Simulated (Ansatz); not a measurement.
## One crystal, many levels of theory: MoSSe/WS2 (van der Waals superlattice) (P3m1)

What gap does each level of theory give for MoSSe/WS2 (van der Waals superlattice) (P3m1), and in what time?

Method: density functionals, hybrids and G0W0, plane waves, PAW, in Ansatz 0.2.0.

Report form: the programs' logs are mostly left out.

The structure was built from a prototype and need not be the compound's stable phase.

In doubt: masses and optical values from hybrid runs of this build are listed as unsure (step 6), which bears on the screening that GW takes from such a start.

## (1) Starting point

It takes space group P3m1 (No. 156, trigonal). Conventional cell: a = 3.147 Å, b = 3.147 Å, c = 11.795 Å, α = 90.00°, β = 90.00°, γ = 120.00°. Mo has 3 S at 2.38 Å and 3 Se at 2.50 Å nearest. S has 3 Mo at 2.38 Å nearest. Nearest to Se lie 3 Mo at 2.50 Å. Nearest to W lie 6 S at 2.39 Å. Nearest to S lie 3 W at 2.39 Å. Nearest to S lie 3 W at 2.39 Å. It derives from Mo1S1Se1. Farther neighbours and most contacts between anions are not listed.

Coordinates:

```cif
data_structure
_symmetry_space_group_name_H-M 'P3m1'
_symmetry_Int_Tables_number 156
_cell_length_a 3.1465
_cell_length_b 3.1465
_cell_length_c 11.7952
_cell_angle_alpha 90.000
_cell_angle_beta 90.000
_cell_angle_gamma 120.000
_cell_volume 101.13
loop_
_atom_site_label
_atom_site_type_symbol
_atom_site_symmetry_multiplicity
_atom_site_Wyckoff_symbol
_atom_site_fract_x
_atom_site_fract_y
_atom_site_fract_z
_atom_site_occupancy
Mo1 Mo 1 b 0.33333 0.66667 0.26022 1
S1 S 1 c 0.66667 0.33333 0.39027 1
Se1 Se 1 c 0.66667 0.33333 0.11507 1
W1 W 1 a 0.00000 0.00000 0.74885 1
S2 S 1 b 0.33333 0.66667 0.88097 1
S3 S 1 b 0.33333 0.66667 0.61660 1
```

The structure was relaxed with PBEsol-D3(BJ). The runs that relaxed it are not among those shown. Spin-orbit coupling is left out unless a step names it.

The logs state that the PAW files were generated under PBE.

## (2) PBEsol on the 12×12×2 mesh

Levels along a band path and on the mesh show where this functional puts the band edges.

This step: DFT, PBEsol, plane waves, PAW; PAW set soft_1.

input.yaml

```yaml
crystal:
  lattice:
    - [3.1465192881, 0.0, 0.0]
    - [-1.573259644, 2.724965637, 0.0]
    - [0.0, 0.0, 11.7951878716]
  atoms:
    - { symbol: Mo, position: [0.3333333333, 0.6666666667, 0.260223358] }
    - { symbol: S, position: [0.6666666667, 0.3333333333, 0.3902662223] }
    - { symbol: Se, position: [0.6666666667, 0.3333333333, 0.1150677766] }
    - { symbol: W, position: [0.0, 0.0, 0.7488498471] }
    - { symbol: S, position: [0.3333333333, 0.6666666667, 0.880967243] }
    - { symbol: S, position: [0.3333333333, 0.6666666667, 0.6165968216] }
kpoints:
  mp_grid: { grid: [12, 12, 2] }
  band_path:
    path:
      - [[0.0, 0.0, 0.0], [0.5, 0.0, 0.0], [0.33333333, 0.33333333, 0.0], [0.0, 0.0, 0.0], [0.0, 0.0, 0.5], [0.5, 0.0, 0.5], [0.33333333, 0.33333333, 0.5], [0.0, 0.0, 0.5]]
      - [[0.5, 0.0, 0.5], [0.5, 0.0, 0.0]]
      - [[0.33333333, 0.33333333, 0.5], [0.33333333, 0.33333333, 0.0]]
    npoints: 10
hamiltonian:
  xc: pbesol
  pseudopotentials: { kind: paw, azcp: { folder: soft_1 }, xc_functional: pbe }
scf:
  occupations: { method: fermi_dirac, width: 0.02 }
  n_extra_bands: 6
output:
  eigenvalues: true
  forces: true
  stress: true
  write_density: true
  write_potential: true
  elf: true
  volumetric_format: npy
```

Started as:

```
ansatz run input.yaml --threads 2 --pin off --max-ram 92160MiB --backend cuda --events-out ev --progress --plain --runs-dir out --devices 1 --max-vram 13GiB
```

Wall time 7.5 s (1 × NVIDIA H100 80GB HBM3 (shared by 6 runs) with 2 threads of AMD EPYC 7R13 (Zen 3), shared host); peak memory 1 GiB.

Numbers from this step:

```
pressure             : 4.182 GPa
filled bands         : 31
gap                  : 0.5084 eV
valence top at       : Γ
conduction bottom at : k = (0.200, 0.200, 0.000)
least direct gap     : 1.847 eV
```

Over mesh and path the gap is 0.508 eV, from k = Γ to k = (0.200, 0.200, 0.000). The least direct gap found is 1.847 eV, at k = (0.333, 0.333, 0.500). The pressure in this cell is 4 GPa; the cell is kept.

## (3) PBEsol+SOC on the 12×12×2 mesh

This run has two-component orbitals with spin-orbit coupling.

This step: DFT, PBEsol with spin-orbit coupling, plane waves, PAW; PAW set soft_1.

input.yaml

```yaml
crystal:
  lattice:
    - [3.1465192881, 0.0, 0.0]
    - [-1.573259644, 2.724965637, 0.0]
    - [0.0, 0.0, 11.7951878716]
  atoms:
    - { symbol: Mo, position: [0.3333333333, 0.6666666667, 0.260223358] }
    - { symbol: S, position: [0.6666666667, 0.3333333333, 0.3902662223] }
    - { symbol: Se, position: [0.6666666667, 0.3333333333, 0.1150677766] }
    - { symbol: W, position: [0.0, 0.0, 0.7488498471] }
    - { symbol: S, position: [0.3333333333, 0.6666666667, 0.880967243] }
    - { symbol: S, position: [0.3333333333, 0.6666666667, 0.6165968216] }
kpoints:
  mp_grid: { grid: [12, 12, 2] }
  band_path:
    path:
      - [0.0, 0.0, 0.0]
      - [0.5, 0.0, 0.0]
      - [0.33333333, 0.33333333, 0.0]
      - [0.0, 0.0, 0.5]
      - [0.5, 0.0, 0.5]
      - [0.33333333, 0.33333333, 0.5]
      - [0.199999998, 0.199999998, 0.0]
    npoints: 1
hamiltonian:
  xc: pbesol
  pseudopotentials: { kind: paw_fr, azcp: { folder: soft_1 }, xc_functional: pbe }
scf:
  occupations: { method: fermi_dirac, width: 0.02 }
  n_extra_bands: 12
magnetization:
  noncollinear: true
  spin_orbit: true
output:
  eigenvalues: true
  forces: true
  stress: true
```

The job ended after 16 s (1 × NVIDIA H100 80GB HBM3 (shared by 6 runs) with 2 threads; peak memory 1.1 GiB; 19 s of CPU time).

Numbers from this step:

| Quantity | Value |
| --- | --- |
| pressure | 4.170 GPa |
| gap | 0.4481 eV |
| valence top at | Γ |
| conduction bottom at | k = (0.200, 0.200, 0.000) |
| least direct gap | 1.582 eV |

Over mesh and listed points the gap is 0.448 eV, from k = Γ to k = (0.200, 0.200, 0.000). The least direct gap found is 1.582 eV, at k = (0.333, 0.333, 0.500). The pressure in this cell is 4 GPa; the cell is kept. PBEsol+SOC against PBEsol: 0.448 − 0.508 = −0.060 eV, with the same mesh, set of files (read in its fully relativistic form for the spin-orbit run) and cutoff, and both edges at the same k points. The spin-orbit run sees mesh and listed points alone, so its gap is an upper bound: the coupling can move an edge off these points, the more so as this crystal has no centre of inversion, and the change over the zone, its sign included where it is small, is not known.

## (4) HSE06 on the 6×6×2 mesh

HSE06 mixes in a quarter of exact exchange at short range.

This step: DFT, HSE06, plane waves, PAW; PAW set soft_1.

Changes to input.yaml since step 3:

```diff
@@ -13,3 +13,3 @@
 kpoints:
-  mp_grid: { grid: [12, 12, 2] }
+  mp_grid: { grid: [6, 6, 2] }
   band_path:
@@ -25,13 +25,8 @@
 hamiltonian:
-  xc: pbesol
-  pseudopotentials: { kind: paw_fr, azcp: { folder: soft_1 }, xc_functional: pbe }
+  xc: hse06
+  pseudopotentials: { kind: paw, azcp: { folder: soft_1 } }
 scf:
-  occupations: { method: fermi_dirac, width: 0.02 }
-  n_extra_bands: 12
-magnetization:
-  noncollinear: true
-  spin_orbit: true
+  occupations: { method: fixed }
+  n_extra_bands: 6
 output:
   eigenvalues: true
-  forces: true
-  stress: true
```

Wall time 37 s (1 × NVIDIA H100 80GB HBM3 (shared by 6 runs) with 2 threads); peak memory 1.4 GiB; 44 s of CPU time.

This step gave:

- gap: 1.024 eV
- valence top at: Γ
- conduction bottom at: k = (0.200, 0.200, 0.000)
- least direct gap: 2.352 eV
- exact-exchange fraction: 0.25

Over mesh and listed points the gap is 1.024 eV, from k = Γ to k = (0.200, 0.200, 0.000). The least direct gap found is 2.352 eV, at k = (0.333, 0.333, 0.500). On the 6×6×2 mesh alone the same run gives 1.047 eV, so that mesh misses an edge of HSE06: 1.047 − 1.024 = +0.023 eV. HSE06 against PBEsol: 1.024 − 0.508 = +0.516 eV. The runs also differ in mesh (12×12×2 and 6×6×2), so how much of this comes from the functional alone is not known. The program's warnings for this run: metallic iterate.

## (5) G0W0@PBEsol, 9×9×2 mesh, 421 empty bands, screening to 150 eV, PAW set soft_1 files

G0W0 replaces the xc potential by a self-energy built once from the orbitals of the start. Levels are corrected in the window of bands that the input names, at points of the mesh.

This step: G0W0 on PBEsol, plane waves, PAW; PAW set soft_1.

input.yaml

```yaml
crystal:
  lattice:
    - [3.1465192881, 0.0, 0.0]
    - [-1.573259644, 2.724965637, 0.0]
    - [0.0, 0.0, 11.7951878716]
  atoms:
    - { symbol: Mo, position: [0.3333333333, 0.6666666667, 0.260223358] }
    - { symbol: S, position: [0.6666666667, 0.3333333333, 0.3902662223] }
    - { symbol: Se, position: [0.6666666667, 0.3333333333, 0.1150677766] }
    - { symbol: W, position: [0.0, 0.0, 0.7488498471] }
    - { symbol: S, position: [0.3333333333, 0.6666666667, 0.880967243] }
    - { symbol: S, position: [0.3333333333, 0.6666666667, 0.6165968216] }
kpoints:
  mp_grid: { grid: [9, 9, 2] }
hamiltonian:
  xc: pbesol
  pseudopotentials: { kind: paw, azcp: { folder: soft_1 }, xc_functional: pbe }
scf:
  occupations: { method: fixed }
gw:
  n_empty_bands: 421
  ecut_chi: 150.0
  qp_bands: [v2, c2]
  qp_kpoints: band_edges
  screening: { model: contour_deformation }
```

The job ended after 2.2 min (1 × NVIDIA H100 80GB HBM3 (shared by 6 runs) with 2 threads; peak memory 2.4 GiB).

Numbers from this step:

```yaml
bands_summed: 452
rpa_eps_infinity_on_this_mesh_eigenvalues: 9.028, 15.67, 15.67
plane_waves_in_the_screening_matrix: 413
g0w0_gap_over_the_corrected_points: 1.009 eV
k_of_the_valence_top: 0, 0, 0
k_of_the_conduction_bottom: 0.1111, 0.2222, 0
starting_gap_on_the_mesh: 0.6087 eV
z_at_the_valence_top: 0.7548
z_at_the_conduction_bottom: 0.7609
least_direct_g0w0_gap_over_the_corrected_points: 2.156 eV
```

Over 17 of 24 irreducible mesh points the G0W0 gap is 1.009 eV, from k = Γ to k = (0.111, 0.222, 0.000). The PBEsol gap of this run on the mesh is 0.609 eV. The two states that bound the G0W0 gap lie that far apart at the start, so the correction of the gap is 1.009 − 0.609 = +0.400 eV. The program's warnings for this run: metallic iterate.

## (6) G0W0@HSE06, 9×9×2 mesh, 196 empty bands, screening to 90 eV, PAW set soft_1 files

This step: G0W0 on HSE06, plane waves, PAW; PAW set soft_1.

Changes to input.yaml since step 5:

```diff
@@ -15,4 +15,4 @@
 hamiltonian:
-  xc: pbesol
-  pseudopotentials: { kind: paw, azcp: { folder: soft_1 }, xc_functional: pbe }
+  xc: hse06
+  pseudopotentials: { kind: paw, azcp: { folder: soft_1 } }
 scf:
@@ -20,4 +20,4 @@
 gw:
-  n_empty_bands: 421
-  ecut_chi: 150.0
+  n_empty_bands: 196
+  ecut_chi: 90
   qp_bands: [v2, c2]
```

The job ended after 93 s (1 × NVIDIA H100 80GB HBM3 (shared by 6 runs) with 2 threads; peak memory 2.3 GiB).

Numbers from this step:

```
bands summed                                    : 227
RPA ε∞ on this mesh (eigenvalues)               : 6.975, 12.50, 12.50
plane waves in the screening matrix             : 217
G0W0 gap over the corrected points              : 1.129 eV
k of the valence top                            : 0, 0, 0
k of the conduction bottom                      : 0.1111, 0.2222, 0
starting gap on the mesh                        : 1.137 eV
Z at the valence top                            : 0.7832
Z at the conduction bottom                      : 0.7865
least direct G0W0 gap over the corrected points : 2.343 eV
```

Over 17 of 24 irreducible mesh points the G0W0 gap is 1.129 eV, from k = Γ to k = (0.111, 0.222, 0.000). The HSE06 gap of this run on the mesh is 1.137 eV. The two states that bound the G0W0 gap lie that far apart at the start, so the correction of the gap is 1.129 − 1.137 = −0.008 eV. G0W0@HSE06 against G0W0@PBEsol with 452 bands: 1.129 − 1.009 = +0.120 eV. The runs also differ in empty bands (421 and 196) and screening cutoff (eV) (150.0 and 90), so how much of this comes from the start alone is not known. The program's warnings for this run: metallic iterate.

## (7) The ladder

Each gap is the least one over the points named; times are wall times on shared hosts, not benchmarks. A G0W0 time includes the run's own self-consistent start. Runs with listed points see these and the mesh alone, so an edge that moves elsewhere is missed. Rows marked * are further runs, not shown as steps, whose inputs differ from the G0W0 step on the same start in the columns given; solver thresholds can differ too.

| level | mesh | files, cutoff | bands summed, screening | points | gap (eV) | valence top | conduction bottom | least direct gap (eV) | time |
| --- | --- | --- | --- | --- | --- | --- | --- | --- | --- |
| PBEsol | 12×12×2 | soft_1 PAW, 420 eV | - | mesh and path | 0.508 | Γ | (0.200, 0.200, 0.000) | 1.847 | 7.5 s |
| PBEsol+SOC | 12×12×2 | soft_1 PAW, 420 eV | - | mesh and listed points | 0.448 | Γ | (0.200, 0.200, 0.000) | 1.582 | 16 s |
| HSE06 | 6×6×2 | soft_1 PAW, 420 eV | - | mesh and listed points | 1.024 | Γ | (0.200, 0.200, 0.000) | 2.352 | 37 s |
| G0W0@PBEsol* | 9×9×2 | soft_1 PAW, 420 eV | 137, 60 eV | 17 of 24 irreducible mesh points | 0.912 | Γ | (0.111, 0.222, 0.000) | 2.201 | 31 s |
| G0W0@PBEsol | 9×9×2 | soft_1 PAW, 420 eV | 452, 150 eV | 17 of 24 irreducible mesh points | 1.009 | Γ | (0.111, 0.222, 0.000) | 2.156 | 2.2 min |
| G0W0@HSE06 | 9×9×2 | soft_1 PAW, 420 eV | 227, 90 eV | 17 of 24 irreducible mesh points | 1.129 | Γ | (0.111, 0.222, 0.000) | 2.343 | 93 s |

## (8) Results

| Property | Result |
| --- | --- |
| PBEsol, over mesh and path | 0.508 eV |
| PBEsol+SOC, over mesh and listed points | 0.448 eV |
| HSE06, over mesh and listed points | 1.024 eV |
| G0W0@PBEsol (452 bands, 9×9×2), over 17 of 24 irreducible mesh points | 1.009 eV |
| G0W0@HSE06, over 17 of 24 irreducible mesh points | 1.129 eV |
| known limits | finite bands, screening cutoff and k mesh; no spin-orbit coupling in G0W0 |

**Reading.** The rows run from 0.448 eV (PBEsol+SOC) to 1.129 eV (G0W0@HSE06). They differ in mesh, bands and screening cutoff of G0W0 and the points over which the gap was sought as well as in level, so only pairs that share these are like for like. PBEsol+SOC against PBEsol: 0.448 − 0.508 = −0.060 eV, with the same mesh, set of files (read in its fully relativistic form for the spin-orbit run) and cutoff, and both edges at the same k points. The spin-orbit run sees mesh and listed points alone, so its gap is an upper bound: the coupling can move an edge off these points, the more so as this crystal has no centre of inversion, and the change over the zone, its sign included where it is small, is not known. G0W0@PBEsol (452 bands, 9×9×2) moves the gap of its own start on the mesh by 1.009 − 0.609 = +0.400 eV, between the same two levels. Over mesh and path, PBEsol puts the conduction bottom at k = (0.200, 0.200, 0.000), where no G0W0 correction was computed. The G0W0 gap over the whole zone is therefore not known from this run; at its settings it can only be equal to or under the 1.009 eV found, and no correction is carried over from another point. For the start itself the gap is 0.508 eV over mesh and path and 0.609 eV on the mesh of the G0W0 run, in runs that differ in mesh (12×12×2 and 9×9×2). G0W0@HSE06 moves the gap of its own start on the mesh by 1.129 − 1.137 = −0.008 eV, between the same two levels. Over mesh and listed points, HSE06 puts the conduction bottom at k = (0.200, 0.200, 0.000), where no G0W0 correction was computed. The G0W0 gap over the whole zone is therefore not known from this run; at its settings it can only be equal to or under the 1.129 eV found, and no correction is carried over from another point. For the start itself the gap is 1.024 eV over mesh and listed points and 1.137 eV on the mesh of the G0W0 run, in runs that differ in mesh (6×6×2 and 9×9×2). What spin-orbit coupling does to the G0W0 levels was not computed, so no sum with the G0W0 gap is formed. For G0W0@PBEsol: from 137 bands and 60 eV to 452 bands and 150 eV the gap moves by 1.009 − 0.912 = +0.097 eV; bands and screening cutoff rise together, so their parts are not told apart. Two runs can't test a law of convergence, so the limit is not known. The other G0W0 rows are shown at one basis each (227 bands), so their distance from the limit is not known here. For G0W0@PBEsol (452 bands, 9×9×2): the program's warnings for this run: metallic iterate. For G0W0@HSE06: the program's warnings for this run: metallic iterate. For the further run with 137 bands on the 9×9×2 mesh, the program warns: metallic iterate. The G0W0 runs are scalar-relativistic. No pair of G0W0 runs that differ in the mesh alone is shown (9×9×2 is a supercell whose nearest images lie 24 Å apart), so the error from the mesh is not known here. G0W0 is shown with one set of atomic data (soft_1 PAW), so the error from the files is not known here.

[Paths, hosts, dates, memory and timing lines, banners, echoed tables and standing remarks are left out of the program output.]

[Logs are printed without paths, hosts, clocks, repeated set-up lines and the standing remarks that a program may print on its own settings, such as how far it seeks lower states.]

[Runs of the session that timed out or met a known fault of the program may be left out.]

[Cells called generated may have been cut or substituted from an entry of the Crystallography Open Database or the Materials Project.]

[Hosts, paths, dates, database ids (printed as entryN), source tags and the programs' standing remarks are cut or masked in the printed files.]

[Where an RPA ε∞ is given, it is that of the G0W0 mesh and is not shown converged in it. Names of k-points follow the symmetry that the program found, which can be lower than the space group named. Band edges on a path are those of the sampled points; other points can move an edge, and change direct to indirect where valleys lie close.]

[Hybrid gaps are those of their k-mesh and are not shown converged in it.]
